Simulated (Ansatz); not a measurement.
# CdF2 (Fm-3m): thermal expansion from first principles, part 3 of 3

Wanted: α(T), C_P(T) and B(T) of CdF2 in the quasi-harmonic approximation.

Ansatz 0.2.0; DFT RPBE, scalar-relativistic, plane waves, PAW.

So far. Step 2 (A first coarse run): The start is under 10 GPa at this level and looks like an insulator or semiconductor on this mesh. Step 5 (Relaxing to small residual forces and stress): The residual pressure is -6.5e-6 GPa, small enough for phonons. The relaxed cell has a = 5.574 Å (conventional setting).

## (8) Phonons of the refused cell

The study refused this cell, so its phonons are run alone to see which modes are imaginary.

Contents of input.yaml:

```yaml
crystal:
  lattice:
    - [0.0, 2.7871542761, 2.7871542761]
    - [2.7871542761, 0.0, 2.7871542761]
    - [2.7871542761, 2.7871542761, 0.0]
  atoms:
    - { symbol: Cd, position: [0.0, 0.0, 0.0] }
    - { symbol: F, position: [0.25, 0.25, 0.25] }
    - { symbol: F, position: [0.75, 0.75, 0.75] }
kpoints:
  mp_grid: { grid: [8, 8, 8] }
hamiltonian:
  xc: rpbe
scf:
  occupations: { method: fixed }
  lower_state_search: "off"
output:
  eigenvalues: true
phonons:
  method: dfpt
  dielectric: true
  rigid_motions: translations
  qmesh: [4, 4, 4]
  temperatures: { t_max: 1000, t_step: 50 }
  qpath:
    path:
      - [[0.0, 0.0, 0.0], [0.5, 0.0, 0.5], [0.625, 0.25, 0.625]]
      - [[0.375, 0.375, 0.75], [0.0, 0.0, 0.0], [0.5, 0.5, 0.5], [0.5, 0.25, 0.75], [0.5, 0.0, 0.5]]
    npoints: 10
```

Launch:

```
ansatz run input.yaml --threads 8 --pin off --max-ram 16384MiB --backend cpu --events-out ev --progress --plain --runs-dir out
```

Numbers of over 12 decimals in the logs are rounded to 6 here.

Output:

```text
[...]
Crystal: 3 atoms, lattice volume = 43.303 Å³
Basis set: ecut = 420 eV, 869 PW (Γ), exchange–correlation on 54×54×54 points (8 copies of the dense FFT grid, shifted against one another)
Bands: 21, of which v1, the nominal top of the filled ones, is band 17 counted from 1 (16 counted from 0)
Symmetry: 48 space group operations
k-points: 95 of 512 (irreducible under 4 space group operations, time reversal used)
[...]
SCF iter   1: F=—  HF=-9884.553025 eV  |F-HF|=—  |Δ(HF+E_count)|=         —  Δρ=6.70e-3  dr2=1.64e-2  ethr=1.77e-3  ⟨swp⟩=4.3  Hψ=7224  notcnv=0  defer=178
[...]
SCF iter   7: F=-9884.549998 eV  HF=-9884.549998 eV  |F-HF|=3.55e-10  |Δ(HF+E_count)|=   1.30e-8  Δρ=5.38e-7  dr2=6.03e-11  ethr=1.00e-12  ⟨swp⟩=5.0  Hψ=11807  notcnv=0
SCF 1 converged in 7 iterations: F = -9884.549998 eV  dr2 = 6.03e-11
[...]
DFPT response loops at Γ: preconditioner auto → none (the input reference at scf.mixing.eps_inf says where Resta's filter doesn't serve); β = 0.50; Broyden in place of MSR1
NSCF: frozen V_eff on 29 k-points
[...]
SCF converged after 7 iterations
Free energy (F): -9884.549998 eV
[...]
Internal energy: -9884.549998 eV  (E = F + TS)
E sigma→0 (E₀):  -9884.549998 eV
Fermi energy:    5.192955 eV
[...]
--- Band table (eV; the first three rows and the last of 95) ---
  k-point 0: bands = [... 13 lower, 4.4583, 4.5809, 4.5809, 4.5809, 8.1258, 17.6068, 17.6068, 17.6068]
  k-point 1: bands = [... 13 lower, 4.3209, 4.5564, 4.6427, 4.6427, 8.6490, 16.9308, 17.7925, 17.7925]
  k-point 2: bands = [... 13 lower, 4.0716, 4.1640, 4.6996, 4.6996, 9.8221, 15.7955, 18.2643, 18.2643]
  k-point 94: bands = [... 13 lower, 3.8978, 3.8978, 4.7831, 5.1930, 12.5609, 16.3750, 16.3750, 16.7121]
--- Phonons (Γ-DFPT): 2 representative perturbations + reference, on 95 of 512 k-points (Σ response iterations 8) ---
  k mesh reduced under 4 symmetry operations, with k and −k counted as one. Each operation leaves every solved perturbation unchanged. A smaller set is not considered because the run solves the response to a homogeneous field
  ASR residual: 3.189e-4 → 0.000e0 eV/Å²; symmetrization residual: 1.495e-6 eV/Å²
  ASR residual per site (eV/Å²): 1.53e-4 3.19e-4 3.19e-4
  Γ frequencies (cm⁻¹): 0.00 0.00 0.00 167.69 167.69 167.69 267.96 267.96 267.96
  ε∞ (high-frequency dielectric tensor):
        2.810847    -0.000000    -0.000000
        0.000000     2.810847     0.000000
        0.000000     0.000000     2.810847
  ε⁰ (static dielectric tensor: ions relaxed, cell fixed):
       11.703819    -0.000000     0.000000
       -0.000000    11.703819    -0.000000
        0.000000    -0.000000    11.703819
  ε⁰ − ε∞ (ionic part):
        8.892972    -0.000000     0.000000
       -0.000000     8.892972    -0.000000
        0.000000    -0.000000     8.892972
  softest optical mode at Γ: 167.69 cm⁻¹; the repairs (sum rule, projections) moved no ω² at Γ by more than (2.18 cm⁻¹)²
  Born effective charges Z* (e; rows j = field, columns β = displacement):
    site 0:
         2.49995   -0.00000    0.00000
         0.00000    2.49995    0.00000
         0.00000   -0.00000    2.49995
    site 1:
        -1.24997    0.00000   -0.00000
        -0.00000   -1.24997   -0.00000
         0.00000    0.00000   -1.24997
    site 2:
        -1.24997    0.00000   -0.00000
        -0.00000   -1.24997   -0.00000
         0.00000    0.00000   -1.24997
  Z* charge neutrality: 7.471e-5 e pre-enforcement
  k-mesh period / interband length: 31.5 Å / 1.38 Å = 22.93 at k = (0.0000, 0.0000, 0.0000), direct gap 3.545 eV — 14 or more, which is no proof of convergence
  optical modes at Γ without the LO–TO term, one row a degenerate level:
      ω (cm⁻¹)  modes    IR ((D/Å)²/amu)
        167.69      3            15.2320
        267.96      3             0.0000
  optical modes at Γ + LO–TO along q̂ = [1.0000, 0.0000, 0.0000]:
      ω (cm⁻¹)  modes    IR ((D/Å)²/amu)
        167.69      2            10.1547
        267.96      3             0.0000
        342.19      1             5.0773
  optical modes at Γ + LO–TO along q̂ = [0.0000, 1.0000, 0.0000]:
      ω (cm⁻¹)  modes    IR ((D/Å)²/amu)
        167.69      2            10.1547
        267.96      3             0.0000
        342.19      1             5.0773
  optical modes at Γ + LO–TO along q̂ = [0.0000, 0.0000, 1.0000]:
      ω (cm⁻¹)  modes    IR ((D/Å)²/amu)
        167.69      2            10.1547
        267.96      3             0.0000
        342.19      1             5.0773
--- Phonons (arbitrary-q DFPT): 8 irreducible q on the 4×4×4 mesh ---
  q = [0.0000, 0.0000, 0.0000] (star 1, of the zone-centre solve; hermiticity 8.91e-7, symmetrization 1.56e-8): -0.00 -0.00 0.00 167.69 167.69 167.69 267.96 267.96 267.96
  q = [0.0000, 0.0000, 0.2500] (star 8, 2 solved perturbations on 288 of 512 k-point pairs; hermiticity 9.36e-7, symmetrization 3.34e-12): 56.16 56.16 97.81 184.47 184.47 257.98 257.98 267.72 328.25
[...]
q = [0.0000, 0.2500, 0.2500] (star 6, 4 solved perturbations in 528 linear systems a pass and spin channel, the states on 164 of 512 k-point pairs; hermiticity 8.85e-7, symmetrization 8.25e-13): 39.90 39.90 129.32 139.82 139.82 193.74 290.00 290.00 350.66
[...]
sum rule: each row above includes the acoustic sum rule's correction from the zone centre's row sums; it moved no ω² by more than (2.14 cm⁻¹)²
  mesh force constants: q→R imaginary residual 5.08e-18; ASR residual 3.189e-4 → 0.000e0 eV/Å²; symmetrization residual 1.776e-15 eV/Å²
  interpolated dispersion: 63 rows × 9 modes
  density of states and harmonic sums: on the 20×20×20 q-mesh, interpolated from the force constants of a 4×4×4 supercell (with the dipole–dipole term)
  largest difference from the sums on the solved wave vectors: F 1.94e-2 eV, S 2.55e-5 and C_V 6.06e-6 eV/K
  zero-point energy: 0.103540 eV/cell   skipped modes (ω ≤ 0): 13, of them read as no rigid motion or as one in doubt: 10 (2.288e-2 modes/cell left out, lowest -40.44 cm⁻¹)   left out of the sums: 2.58e-3 of the cell's modes: C_V's classical limit lies that fraction below 3 k_B per atom; for a crystal, a wire or a layer, F and S can be off by more, and a phonons.interpolated_qmesh denser along its periods is the remedy for the sampling
```

It took 67 s on 8 threads of Arm Neoverse V2, shared host; peak memory 1.3 GiB; 8.3 min of CPU time.

Numbers from this step:

- lowest frequency on the path: -40.44 cm⁻¹
- point group: m-3m
- highest frequency: 362.1 cm⁻¹

ε∞:

```
2.81 0.00 0.00
0.00 2.81 0.00
0.00 0.00 2.81
```

Born charge (rows field, columns displacement) (e), principal values of the symmetric part by kind of site:

```csv
atom,atoms with these values,low,middle,high,mean
Cd1,1,2.50,2.50,2.50,2.50
F2,2,-1.25,-1.25,-1.25,-1.25
```

In full for F2:

```
-1.25  0.00  0.00
 0.00 -1.25  0.00
 0.00  0.00 -1.25
```

ε₀ (ions relaxed, fixed cell):

```
11.70  0.00  0.00
 0.00 11.70  0.00
 0.00  0.00 11.70
```

LO-TO term included. The phonon branches at the labelled points (cm⁻¹):

```csv
point,branch 1,branch 2,branch 3,branch 4,branch 5,branch 6,branch 7,branch 8,branch 9
Γ,0,0,0,168,168,268,268,268,342
halfway,40,40,129,140,140,194,290,290,351
X,-40,81,81,89,89,173,308,308,362
halfway,-32,88,96,98,106,168,304,307,360
U,25,85,116,130,140,169,292,304,352
jump to K,25,85,116,130,140,169,292,304,352
halfway,51,69,115,139,218,229,251,287,332
Γ,0,0,0,168,168,268,268,268,342
halfway,56,56,98,184,184,258,258,268,328
L,75,75,147,215,215,236,236,268,309
halfway,80,106,121,138,154,239,243,303,336
W,46,54,92,132,132,237,237,323,350
halfway,-22,74,90,103,142,168,291,315,357
X,-40,81,81,89,89,173,308,308,362
```

The phonon branches as a text plot (rows in cm⁻¹):

```
    354 |   ****************                            *********
    337 |***                ****************         ***
    320 |                                   ****   **   *******
    303 |       *************                   ***   **      ***
    287 |    ***          ** *****                  **       *
    270 |****               *     ******************        *
    253 |  *                 ** ****        ***            *
    236 |   *                  ***             ************
    220 |    **              ****               **         *
    203 |                   *    *            **  **
    186 |      *           * **   **       ***     **       *
    169 |***    * ********* *       *******          *       ****
    152 |   *** **         *     ***            ***  ***    **
    136 |      **        ********              *   **** ****  *
    119 |        *      ****   **            **       ***  **
    102 |    **   ***  **        *          *        ***     ***
     85 |   *     ** **********   **       *       **************
     69 |         ***        *****        *  ********       ***
     52 |  *    **         **   * ***      **            ***
     35 | *  ***                 *****   **                *
     18 |  **       *    **         **  **                  *
      2 |**                          ***                     *
    -15 |               *
    -32 |            ***                                      ***
         Γ           X  U|K            Γ         L        W     X
```

Tetrahedra on 20 20 20, mean over bins of 5 cm⁻¹. Phonon density of states against wavenumber; read off at these points:

```csv
wavenumber (cm⁻¹),phonon density of states (1/cm⁻¹/cell)
-42,0
-32,5.3e-4
-22,4.8e-4
-8,5.1e-4
2,6.6e-4
12,0.00165
22,0.0038
32,0.00689
48,0.0152
58,0.0242
68,0.0413
78,0.0702
88,0.0401
98,0.0227
112,0.0250
122,0.0583
132,0.0326
142,0.0498
152,0.0229
168,0.0360
178,0.0207
188,0.0189
198,0.0184
208,0.0185
222,0.0152
232,0.0258
242,0.0113
252,0.0228
262,0.0218
272,0.0318
288,0.0319
298,0.0326
308,0.0308
318,0.0152
328,0.0146
342,0.0346
352,0.0241
362,0.00222
```

No LO-TO term. Modes at Γ, with each element's share of the kinetic energy:

```csv
mode,frequency (cm⁻¹),symmetry,Cd %,F %
1,0.0,T1u,75,25
2,0.0,T1u,75,25
3,0.0,T1u,75,25
4,167.7,T1u,25,75
5,167.7,T1u,25,75
6,167.7,T1u,25,75
7,268.0,T2g,0,100
8,268.0,T2g,0,100
9,268.0,T2g,0,100
```

Displacements in mode 4 (167.7 cm⁻¹), the largest set to 1:
```
Cd1  0.22 -0.05 -0.34
F2  -0.66  0.15  1.00
F3  -0.66  0.15  1.00
```

Displacements in mode 9 (268.0 cm⁻¹), the largest set to 1:
```
Cd1  0.00  0.00  0.00
F2   0.09  1.00  0.01
F3  -0.09 -1.00 -0.01
```

Lowest modes at the softest wavevector of the mesh; phase exp(i q.(R + tau)). The modes at q = (0.500, 0.500, 0.000) (shares of kinetic energy by element, %) (negative means imaginary):

```csv
mode,frequency (cm⁻¹),Cd %,F %
1,-40.4,0,100
2,80.9,0,100
3,80.9,0,100
4,89.2,99,1
5,89.2,99,1
6,172.6,100,0
```

Displacements in mode 1 (-40.4 cm⁻¹), the largest set to 1, in the home cell:
```
Cd1 0.00 0.00 0.00
F2  0.00 0.00 1.00
F3  0.00 0.00 1.00
```

Displacements in mode 5 (89.2 cm⁻¹), the largest set to 1, in the home cell:
```
Cd1 0.00 1.00 0.00
F2  0.15 0.00 0.00
F3  0.15 0.00 0.00
```

The modes has structure finer than the step of the table below, so its rows give means over 10 cm⁻¹, whole bins alone (the curve runs from -48.7 to 383 cm⁻¹). Peaks (cm⁻¹: height): Cd 78.8: 0.0486, 122.2: 0.0340, 141.2: 0.0310; F 67.9: 0.0178, 124.9: 0.0212, 143.9: 0.0183, 192.7: 0.0199, 211.7: 0.0196, 298.6: 0.0331, 342.0: 0.0317.

Phonopy on the run's constants, 17x17x17 mesh, Gaussian sigma 3.1 cm⁻¹. Table of modes by wavenumber; means over each step; values in 1/cm⁻¹/cell:

```csv
wavenumber (cm⁻¹),Cd,F
-40,0,2.8e-4
-30,0,8.5e-4
-20,0,8.6e-4
-10,2.1e-6,1.7e-4
0,6.6e-5,4.2e-4
10,5.0e-4,6.4e-4
20,0.00169,0.00185
30,0.00338,0.00219
40,0.00592,0.00544
50,0.00958,0.00757
60,0.0159,0.0126
70,0.0320,0.0163
80,0.0448,0.0130
90,0.0277,0.00858
100,0.0131,0.00848
110,0.0146,0.00911
120,0.0286,0.0152
130,0.0258,0.0164
140,0.0288,0.0160
150,0.0152,0.0162
160,0.00864,0.0166
170,0.00936,0.0186
180,0.00278,0.0172
190,0.00154,0.0176
200,9.9e-4,0.0162
210,6.9e-4,0.0183
220,4.4e-4,0.0147
230,4.0e-4,0.0185
240,2.9e-4,0.0190
250,2.4e-4,0.0201
260,1.9e-4,0.0217
270,3.2e-4,0.0282
280,3.7e-4,0.0309
290,3.4e-4,0.0320
300,2.4e-4,0.0320
310,1.7e-4,0.0252
320,3.7e-4,0.0142
330,0.00158,0.0200
340,0.00229,0.0308
350,8.8e-4,0.0267
360,1.2e-4,0.00907
370,7.0e-7,3.0e-4
```

Lorentz oscillators from the run's modes, damping 2 % of each frequency (typed, at least 3 cm⁻¹). The reflectivity, E along x by wavenumber; read off at these points:

wavenumber (cm⁻¹), reflectivity, E along x and a bar:
```
     10.0      0.301 #########
     20.0      0.302 #########
     30.0      0.305 #########
     40.0      0.308 #########
     50.0      0.313 ##########
     60.0      0.321 ##########
     70.0      0.328 ##########
     80.0      0.339 ##########
     90.0      0.352 ###########
    100.0      0.367 ###########
    110.0      0.387 ############
    120.0      0.412 #############
    130.0      0.445 ##############
    140.0      0.491 ###############
    150.0      0.556 #################
    160.0      0.672 #####################
    170.0      0.920 ############################
    180.0      0.962 ##############################
    190.0      0.969 ##############################
    200.0      0.971 ##############################
    210.0      0.972 ##############################
    220.0      0.973 ##############################
    224.4      0.973 ##############################
    230.0      0.972 ##############################
    240.0      0.971 ##############################
    250.0      0.970 ##############################
    260.0      0.968 ##############################
    270.0      0.965 ##############################
    280.0      0.961 ##############################
    290.0      0.956 #############################
    300.0      0.948 #############################
    310.0      0.937 #############################
    320.0      0.920 ############################
    330.0      0.883 ###########################
    340.0      0.714 ######################
    350.0      0.185 ######
    360.0      0.067 ##
    370.0      0.028 #
    380.0      0.010 
    390.0      0.003 
    400.0      0.001 
    410.0      0.000 
    420.0      0.001 
    430.0      0.003 
    440.0      0.004 
    450.0      0.006 
    460.0      0.008 
    470.0      0.011
```

The lowest solved frequency is -40.4 cm⁻¹, so the cell is unstable here and gives no valid free energy.

## (9) Summary of results

```json
{"lowest frequency at the solved wavevectors": "-40.4 cm⁻¹"}
```

**Reading.** With imaginary harmonic modes at the relaxed cell the quasi-harmonic free energy is undefined, so no expansion is obtained for this phase at this level. The softest solved mode is 40i cm⁻¹ at q = (0, -0.5, -0.5), and 1 of 8 solved wavevectors carry a mode beyond 8i cm⁻¹. The starting cell comes from a crystallographic database, so the instability may belong to the level of theory or to the 0 K harmonic picture and not to the crystal; this functional changes the volume by +11 % against that cell. The interpolation has no quadrupole term, so branches near the zone centre are less sure, since this crystal has sites that are not centres of inversion. The PAW files were made for PBE and are used here under another functional, for which the program regenerates the frozen cores. The cell of these runs is 11 % larger in volume than the database cell; frequencies and all that rests on them shift with it.

[Logs are printed without paths, hosts, clocks, repeated set-up lines and the standing remarks that a program may print on its own settings, such as how far it seeks lower states.]

[Hosts, paths, dates, database ids (printed as entryN), source tags and the programs' standing remarks are cut or masked in the printed files.]

[A step with changed settings may run another functional than the one named; its input shows which.]

[Pressures of single members of a volume series are the stress at the run's cutoff; with an incomplete basis they can lie off −dE/dV of the same runs, and they are not shown converged.]
